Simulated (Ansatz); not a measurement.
## 1T-VSeTe bilayer (like faces together) in a perpendicular field

Wanted: the out-of-plane response of the 1T-VSeTe bilayer (like faces together). A positive field points along +c.

Method: plane-wave DFT, LDA, Ansatz PAW, in Ansatz 0.2.0.

This is a report of a sequence of runs, with most program output left out.

### 1. The structure

The cell holds 6 atoms: 2 Te, 2 V and 2 Se. Its edges and angles: a = 3.465 Å, b = 3.465 Å, c = 51.564 Å, α = 90.0°, β = 90.0°, γ = 120.0°. Regions: layer 1: 1T-VSeTe, 3 atoms (1 Te, 1 V and 1 Se); layer 2: 1T-VSeTe, 3 atoms (1 Te, 1 V and 1 Se). Vacuum lies along c.

### 2. Relaxing the slab

The starting cell is a guess, so the in-plane lattice and the atoms are relaxed first, with the slab cut off from its images along the normal.

Contents of input.yaml:

```yaml
crystal:
  lattice:
    - [3.465, 0.0, 0.0]
    - [-1.7325, 3.0007780241, 0.0]
    - [0.0, 0.0, 51.5640912129]
  atoms:
    - { symbol: Te, position: [0.6666666667, 0.3333333333, 0.4004724899] }
    - { symbol: V, position: [0.0, 0.0, 0.4378249607], spin: 1.0 }
    - { symbol: Se, position: [0.3333333333, 0.6666666667, 0.4699403216] }
    - { symbol: Te, position: [0.0, 0.0, 0.5995275101] }
    - { symbol: V, position: [0.3333333333, 0.6666666667, 0.5621750393], spin: 1.0 }
    - { symbol: Se, position: [0.6666666667, 0.3333333333, 0.5300596784] }
  periodic: [true, true, false]
magnetization:
  spin_polarized: true
kpoints:
  mp_grid: { grid: [12, 12, 1] }
hamiltonian:
  xc: lda
scf:
  occupations: { method: fermi_dirac, width: 0.05 }
  convergence: { dr2_threshold: 1.0e-09 }
relax:
  f_tol: 0.004
  max_steps: 90
  cell: {}
output:
  write_potential: true
  write_density: true
  volumetric_format: npy
```

The run is started by

```sh
> ansatz run input.yaml --threads 4 --pin off --max-ram 6144MiB --backend cpu --events-out ev --progress --plain --runs-dir out
```

Elapsed: 3.8 min, on 4 threads of Intel Xeon Platinum 8488C (Sapphire Rapids), shared host; peak memory 1.8 GiB; 15 min of CPU time.

The steps of the relaxation:

```csv
step,energy less that of the first step (eV),largest force component (eV/Å),volume (Å³)
1,0.0000,1.9918,536.15
2,-0.8024,0.2756,522.68
3,-0.8989,0.1561,502.15
4,-0.8984,0.1928,503.21
5,-0.9115,0.0384,503.80
6,-0.9126,0.0071,504.10
7,-0.9126,0.0122,504.41
8,-0.9126,0.0003,504.29
9*,-0.9107,0.0002,504.29
```

Relaxation steps marked * repeat the geometry before them on a plane-wave basis chosen anew for their cell, so energy and pressure can jump there. Relaxation step 4 was tried and not accepted.

Forces are held to the 6 operations that the run works with; a distortion that breaks them can't arise in this run.

```csv
cell as run,before,after,change
a (Å),3.465,3.360,-3.0 %
b (Å),3.465,3.360,-3.0 %
```

The atoms that moved most (Å, along periodic axes as changes of fractional coordinates times the final cell, across vacuum about the mean position):

```csv
atom,dx,dy,dz,length
Te4,0.000,0.000,-0.418,0.418
Te1,0.000,0.000,0.418,0.418
V2,0.000,0.000,0.293,0.293
V5,0.000,0.000,-0.290,0.290
Se6,0.000,0.000,-0.107,0.107
Se3,0.000,0.000,0.105,0.105
```

Final coordinates:

```xyz
6
Lattice="3.3605 0.0000 0.0000 -1.6802 2.9103 0.0000 0.0000 0.0000 51.5641" Properties=species:S:1:pos:R:3
Te    1.6802    0.9701   21.0679
V     0.0000    0.0000   22.8686
Se    0.0000    1.9402   24.3369
Te    0.0000    0.0000   30.4962
V     0.0000    1.9402   28.6976
Se    1.6802    0.9701   27.2251
```

Numbers from this step:

```
energy at zero smearing : -30144.7646 eV
```

The lattice constant a goes from 3.465 to 3.360 Å.

### 3. Single point, field 0, start network

A sawtooth potential applies the field, turning back in the middle of the vacuum. With the dipole correction the typed value is the field outside the slab. The induced dipole is small, so the SCF threshold is tight.

The cell differs from the one that the last finished run ended in (c 51.564 → 27.428 Å).

Contents of input.yaml:

```yaml
crystal:
  lattice:
    - [3.3604738543, 0.0, 0.0]
    - [-1.6802369271, 2.9102557265, 0.0]
    - [0.0, 0.0, 27.4282537533]
  atoms:
    - { symbol: Te, position: [0.6666666667, 0.3333333333, 0.3281288004] }
    - { symbol: V, position: [0.0, 0.0, 0.3937815712] }
    - { symbol: Se, position: [0.3333333333, 0.6666666667, 0.4473104475] }
    - { symbol: Te, position: [0.0, 0.0, 0.6718711996] }
    - { symbol: V, position: [0.3333333333, 0.6666666667, 0.6062962855] }
    - { symbol: Se, position: [0.6666666667, 0.3333333333, 0.5526139445] }
kpoints:
  mp_grid: { grid: [18, 18, 1] }
  band_path:
    path: [[0, 0, 0], [0.5, 0, 0], [0.33333333, 0.33333333, 0], [0, 0, 0]]
    npoints: 16
hamiltonian:
  xc: lda
scf:
  occupations: { method: fermi_dirac, width: 0.02585 }
  convergence: { dr2_threshold: 1.0e-10 }
efield:
  axis: 3
  dipole_correction: true
  ramp_position: 0.97
  ramp_width: 0.06
  amplitude: 0
output:
  dos: { projected: true, e_range: [-6, 5] }
  bader: true
  write_potential: true
  write_density: true
  volumetric_format: npy
  elf: true
```

Elapsed: 27 s, on 4 threads; peak memory 1.1 GiB.

This step gave:

```
energy at zero smearing   : -30144.7613 eV
work function, upper face : 4.683 eV
dipole along the normal   : -0.001080 e·Å
```

Running mean over a fixed 2.7 Å (it still follows the layers) of the planar mean; the ramp of the sawtooth is left out. Electron's electrostatic potential energy less the Fermi level against z:

z (Å), electron's electrostatic potential energy less the Fermi level (eV) and a bar from the least value:
```
        4       4.66 ##############################
        5       4.66 ##############################
        6       4.57 ##############################
        7       3.14 ##########################
        8       0.64 ###################
        9      -2.76 ##########
       10      -5.17 ###
       11      -6.36 
       12      -4.75 ####
       13      -0.79 ###############
       14      -0.27 #################
       15      -2.84 ##########
       16      -6.18 #
       17      -5.97 #
       18      -4.22 ######
       19      -0.82 ###############
       20       1.88 ######################
       21       4.36 #############################
       22       4.66 ##############################
       23       4.68 ##############################
       24       4.68 ##############################
```

The density of states has structure finer than the step of the table below, so its rows give means over 0.2 eV, whole bins alone (the curve runs from -6 to 1.99 eV). Peaks (eV: height): -4.92: 9.05, -2.99: 9.92, -2.53: 11.6, -2.28: 11.9, -0.10: 12.5, 0.89: 19.7, 1.20: 23.8.

Table of density of states by energy, zero at the Fermi level; means over each step:

energy (eV), density of states (states/eV a cell) and a bar from the least value:
```
     -5.8        1.9 
     -5.6        2.0 
     -5.4        2.3 #
     -5.2        3.9 ######
     -5.0        6.1 ###########
     -4.8        6.2 ############
     -4.6        3.4 ####
     -4.4        3.3 ####
     -4.2        2.7 ##
     -4.0        2.5 ##
     -3.8        3.3 ####
     -3.6        4.3 ######
     -3.4        5.3 #########
     -3.2        5.1 #########
     -3.0        5.4 #########
     -2.8        4.5 #######
     -2.6        6.5 ############
     -2.4        8.0 ################
     -2.2        9.7 #####################
     -2.0        6.3 ############
     -1.8        5.2 #########
     -1.6        4.4 #######
     -1.4        2.9 ###
     -1.2        2.2 #
     -1.0        2.5 ##
     -0.8        2.8 ###
     -0.6        2.4 #
     -0.4        3.4 ####
     -0.2        5.7 ##########
      0.0        6.2 ###########
      0.2        3.8 #####
      0.4        2.3 #
      0.6        2.1 #
      0.8        8.9 ###################
      1.0        9.1 ###################
      1.2       13.1 ##############################
      1.4        3.2 ###
      1.6        3.5 ####
      1.8        2.4 #
```

Projected DOS per atom over height of the atomic layer and energy from the Fermi level. Layers: Te V Se Se V Te from below.

Ten even steps from '_' (0.15 states/eV) to '@' (4.55 states/eV), each cell a mean:
```
________..__
__..____..__
..@@____@@..
__**____++__
__..____..__
__==____==__
__::____::__
__..____..__
____________
..________..
::........::
::--------::
..::::::::..
..........__
....::......
____....__..
____________
..________..
..__::::__..
..__::::__..
____________
____________
```
Columns: height of the atomic layer (Å) from 9 to 18.4 (not evenly spaced); rows upwards: energy from the Fermi level (eV) from -5.96 to 1.96.

Electronic bands along the path, in eV, zero at the Fermi level:

```csv
point,band 42,band 43,band 44,band 45,band 46,band 47,band 48,band 49
Γ,-0.06,-0.06,-0.03,-0.03,0.84,1.53,1.53,1.69
halfway,-1.51,-0.65,-0.60,-0.39,-0.24,0.87,1.08,1.35
M,-2.19,-0.77,-0.67,-0.64,-0.52,0.87,0.89,1.24
halfway,-2.43,-2.29,-2.21,0.11,0.22,0.95,0.97,1.10
K,-2.49,-2.47,-2.47,0.63,0.65,0.80,0.84,0.85
halfway,-1.75,-1.41,-1.34,0.02,0.03,0.73,0.82,1.17
Γ,-0.06,-0.06,-0.03,-0.03,0.84,1.53,1.53,1.69
```

ELF in the ca plane at fractional y = 0.000, with atoms of V and Te within 0.2 Å of it. It is the smooth field of the valence electrons, not physical close to the nuclei.

Ten even steps from '0' (0.00) to '9' (0.84), each cell a mean:
```
21588721210000001112465300379985200000000000
53256424432001234322256533579863100000000000
65311257764103677641135666676521000000000000
66533578886214888841113554432100000000000000
56533578886215889841112443211000000000000000
66421368875214788741124665654210000000000000
64223236653102455531246655688742000000000000
42478622321000112222366411479974100000000000
21688831110000000012465201269985200000000000
```
Columns run along c (16.0 Å, from fractional 0.35 to 0.93 of the cell), rows up along a (3.4 Å). Atoms in or near the plane, at fractional coordinates: V at (0.39, 0.00), Te at (0.67, 0.00).

Electrostatic potential energy in the ca plane at fractional y = 0.000, with atoms of V and Te within 0.2 Å of it. With pseudopotentials it is smooth inside the atoms' cores, unlike the true potential.

Ten even steps from '0' (-23 eV) to '9' (8 eV), each cell a mean:
```
85000027999999999999873599737999999999999999
87300168899999999998885245258999999999999999
77765677789999887887777644589999999999999999
57888876578999865676578888899999999999999999
47888875568999755665568888899999999999999999
67877777779999876776677766789999999999999999
77522478899999988888886322368999999999999999
86100048999999999999874389537999999999999999
85000017999999999999973799837999999999999999
```
Columns run along c (16.0 Å, from fractional 0.35 to 0.93 of the cell; values clipped at the 3rd and 97th percentile), rows up along a (3.4 Å). Atoms in or near the plane, at fractional coordinates: V at (0.39, 0.00), Te at (0.67, 0.00).

Valence density in the ca plane at fractional y = 0.000, with atoms of V and Te within 0.2 Å of it. It is the smooth field of the valence electrons, not physical close to the nuclei.

Ten steps, logarithmic in the rise over the least value, from '0' (0 e/Å³) to '9' (15 e/Å³), each cell a mean:
```
12689742110000001111123699742100000000000000
22356522110000111111123466431000000000000000
22222222221001122222222233211000000000000000
32211223321101233322222222110000000000000000
32211223321111233332221111100000000000000000
22222222221101223222222222210000000000000000
22244322211000112211122344321000000000000000
22578632110000011111123588632100000000000000
12699842100000000011124799842100000000000000
```
Columns run along c (16.0 Å, from fractional 0.35 to 0.93 of the cell), rows up along a (3.4 Å). Atoms in or near the plane, at fractional coordinates: V at (0.39, 0.00), Te at (0.67, 0.00).

The work function of the upper face is 4.68 eV.

### 4. Single point, field 0.1 V/Å

Edit input.yaml of step 3 so:

```diff
@@ -25,8 +25,6 @@
   dipole_correction: true
-  ramp_position: 0.97
-  ramp_width: 0.06
-  amplitude: 0
+  ramp_position: 0.9665
+  ramp_width: 0.0671
+  amplitude: 0.1
 output:
-  dos: { projected: true, e_range: [-6, 5] }
-  bader: true
   write_potential: true
@@ -34,2 +32 @@
   volumetric_format: npy
-  elf: true
```

Wall time 16 s (4 threads); peak memory 1 GiB.

The dipole is 0.0649 e·Å, 0.0659 e·Å from its value without field.

### 5. Single point, field -0.1 V/Å

Edit input.yaml of step 4 so:

```diff
@@ -27,3 +27,3 @@
   ramp_width: 0.0671
-  amplitude: 0.1
+  amplitude: -0.1
 output:
```

Run time: 15 s. Hardware: 4 threads; peak memory 1 GiB.

The dipole is -0.0670 e·Å, -0.0659 e·Å from its value without field.

### 6. Single point, field 0.5 V/Å

Edit input.yaml of step 5 so:

```diff
@@ -25,5 +25,5 @@
   dipole_correction: true
-  ramp_position: 0.9665
-  ramp_width: 0.0671
-  amplitude: -0.1
+  ramp_position: 0.9069
+  ramp_width: 0.1862
+  amplitude: 0.5
 output:
```

Wall time 16 s (4 threads); peak memory 1 GiB; 61 s of CPU time.

The dipole is 0.329 e·Å, 0.330 e·Å from its value without field.

### 7. Atoms held, field -0.3 V/Å

Edit input.yaml of step 6 so:

```diff
@@ -25,6 +25,8 @@
   dipole_correction: true
-  ramp_position: 0.9069
-  ramp_width: 0.1862
-  amplitude: 0.5
+  ramp_position: 0.9638
+  ramp_width: 0.0723
+  amplitude: -0.3
 output:
+  dos: { projected: true, e_range: [-6, 5] }
+  bader: true
   write_potential: true
@@ -32 +34,2 @@
   volumetric_format: npy
+  elf: true
```

Elapsed: 28 s, on 4 threads; peak memory 1.1 GiB; 1.8 min of CPU time.

The dipole is -0.199 e·Å, -0.198 e·Å from its value without field.

### 8. Response, atoms held

This step: plane-wave DFT, LDA, Ansatz PAW; response to a field along the normal, atoms held (Ansatz 0.2.0).

The dipoles give the slope, and the difference of two potentials shows where the field is screened.

Numbers from this step:

```yaml
equivalent_conductor_thickness_p_eps_0ae: 12.20 Å
distance_between_the_outer_atoms: 9.428 Å
```

Table of dipole of the cell by applied field:

```csv
applied field (V/Å),dipole of the cell (e·Å)
-0.300,-0.199
-0.100,-0.0670
0.000,-0.00108
0.100,0.0649
0.500,0.329
```

Local field over the applied field, running mean. From the potentials at -0.1 and 0.1 V/Å; running mean over 2.5 Å. Local field over applied field against z:

```csv
z (Å),local field over applied field
4.5,0.997
5.0,0.990
5.5,0.973
6.0,0.932
6.5,0.845
7.0,0.704
7.5,0.535
8.0,0.362
8.5,0.204
9.0,0.0900
9.5,0.0422
10.0,0.0207
10.5,0.0129
11.0,0.0134
11.5,0.0139
12.0,0.00410
12.5,-9.8e-4
13.0,-0.00448
13.5,-0.00555
14.0,-0.00541
14.5,-0.00365
15.0,2.3e-4
15.5,0.00618
16.0,0.0146
16.5,0.0131
17.0,0.0135
17.5,0.0233
18.0,0.0460
18.5,0.103
19.0,0.225
19.5,0.387
20.0,0.560
20.5,0.726
21.0,0.861
21.5,0.940
22.0,0.977
22.5,0.992
23.0,0.997
```

Electrons, planar mean, per unit field. Table of induced electron density by z:

```csv
z (Å),induced electron density (e/Å³ per V/Å)
4.5,1.4e-5
5.0,4.2e-5
5.5,1.3e-4
6.0,3.4e-4
6.5,8.7e-4
7.0,0.00189
7.5,0.00313
8.0,0.00286
8.5,8.4e-4
9.0,7.5e-4
9.5,4.8e-4
10.0,-4.9e-4
10.5,-4.0e-4
11.0,3.6e-4
11.5,1.0e-4
12.0,8.5e-5
12.5,2.3e-5
13.0,4.5e-5
13.5,5.0e-6
14.0,-3.3e-5
14.5,-3.4e-5
15.0,-1.0e-5
15.5,-1.0e-4
16.0,-6.0e-5
16.5,-6.1e-4
17.0,6.9e-4
17.5,3.2e-4
18.0,-5.0e-4
18.5,-7.8e-4
19.0,-9.4e-4
19.5,-0.00305
20.0,-0.00299
20.5,-0.00172
21.0,-7.7e-4
21.5,-3.0e-4
22.0,-1.1e-4
22.5,-3.7e-5
23.0,-1.2e-5
```

By hand: between -0.1 and 0.1 V/Å the dipole changes by 0.1319 e·Å, a slope of 0.6594 e·Å²/V. A perfect conductor of thickness t has p = ε₀AEt, so t = 180.95 × 0.6594 / 9.780 = 12.20 Å (e/ε₀ = 180.95 V·Å, A in Å²).

The induced dipole is that of a conductor 12.20 Å thick.

### 9. The same run with other settings: basis.xc_grid = 3

This step: plane-wave DFT, LDA, Ansatz PAW (Ansatz 0.2.0).

A run with a changed input: it repeats the earlier run at 0.1 V/Å with basis.xc_grid to 3.

Edit input.yaml of step 7 so:

```diff
@@ -25,8 +25,6 @@
   dipole_correction: true
-  ramp_position: 0.9638
-  ramp_width: 0.0723
-  amplitude: -0.3
+  ramp_position: 0.9665
+  ramp_width: 0.0671
+  amplitude: 0.1
 output:
-  dos: { projected: true, e_range: [-6, 5] }
-  bader: true
   write_potential: true
@@ -34,2 +32,3 @@
   volumetric_format: npy
-  elf: true
+basis:
+  xc_grid: 3
```

It took 16 s on 4 threads; peak memory 1 GiB; 64 s of CPU time.

This step gave:

* energy at zero smearing: -30144.7645 eV
* dipole along the normal: 0.06486 e·Å

The electronic bands at the labelled points (eV, zero at the Fermi level):

```csv
point,band 42,band 43,band 44,band 45,band 46,band 47,band 48,band 49
Γ,-0.06,-0.06,-0.03,-0.03,0.84,1.53,1.53,1.69
halfway,-1.51,-0.65,-0.60,-0.38,-0.24,0.87,1.08,1.35
M,-2.20,-0.77,-0.67,-0.64,-0.52,0.87,0.89,1.24
halfway,-2.42,-2.29,-2.21,0.12,0.22,0.95,0.97,1.10
K,-2.49,-2.48,-2.46,0.63,0.64,0.80,0.84,0.86
halfway,-1.76,-1.41,-1.35,0.02,0.03,0.73,0.82,1.17
Γ,-0.06,-0.06,-0.03,-0.03,0.84,1.53,1.53,1.69
```

```csv
quantity,this run,earlier run,difference
dipole along the normal (e·Å),0.06486,0.06486,2.3e-7
```

The dipole moves by under 0.5 % or 5e-5 e·Å.

Of the bands kept, 2 cross the Fermi level on this path.

### 10. The same run with other settings: scf.eigensolver.kind = "davidson"

Another changed input: it repeats the earlier run at 0.1 V/Å with scf.eigensolver.kind to davidson.

Edit input.yaml of step 9 so:

```diff
@@ -22,2 +22,3 @@
   convergence: { dr2_threshold: 1.0e-10 }
+  eigensolver: { kind: davidson }
 efield:
@@ -32,3 +33 @@
   volumetric_format: npy
-basis:
-  xc_grid: 3
```

Elapsed: 17 s, on 4 threads; peak memory 0.94 GiB; 67 s of CPU time.

The electronic bands at the labelled points (eV, zero at the Fermi level):

(Unchanged from step 9.)

```csv
quantity,this run,earlier run,difference
dipole along the normal (e·Å),0.06486,0.06486,5.7e-6
```

The dipole moves by under 0.5 % or 5e-5 e·Å.

Of the bands kept, 2 cross the Fermi level on this path.

### 11. What came out

```
gap without field                          : none
work function, upper face                  : 4.68 eV
equivalent conductor thickness, atoms held : 12.2 Å
```

The induced dipole equals that of a perfect conductor 12.20 Å thick, while the outer atoms lie 9.43 Å apart. There is no gap over 0.03 eV, with or without the field. The first relaxation ran with spin and lost its moment, and the later runs have none; other magnetic states were not tried. Spin-orbit coupling is left out, which matters for the bands of elements this heavy.

[Logs are printed without paths, hosts, clocks, repeated set-up lines and the standing remarks that a program may print on its own settings, such as how far it seeks lower states.]

[Hosts, paths, dates, database ids (printed as entryN), source tags and the programs' standing remarks are cut or masked in the printed files.]

[Maps of the electrostatic potential energy from Ansatz leave out the sawtooth potential of an applied field or a dipole correction, so their vacuum need not be flat; planar profiles and work functions include it.]
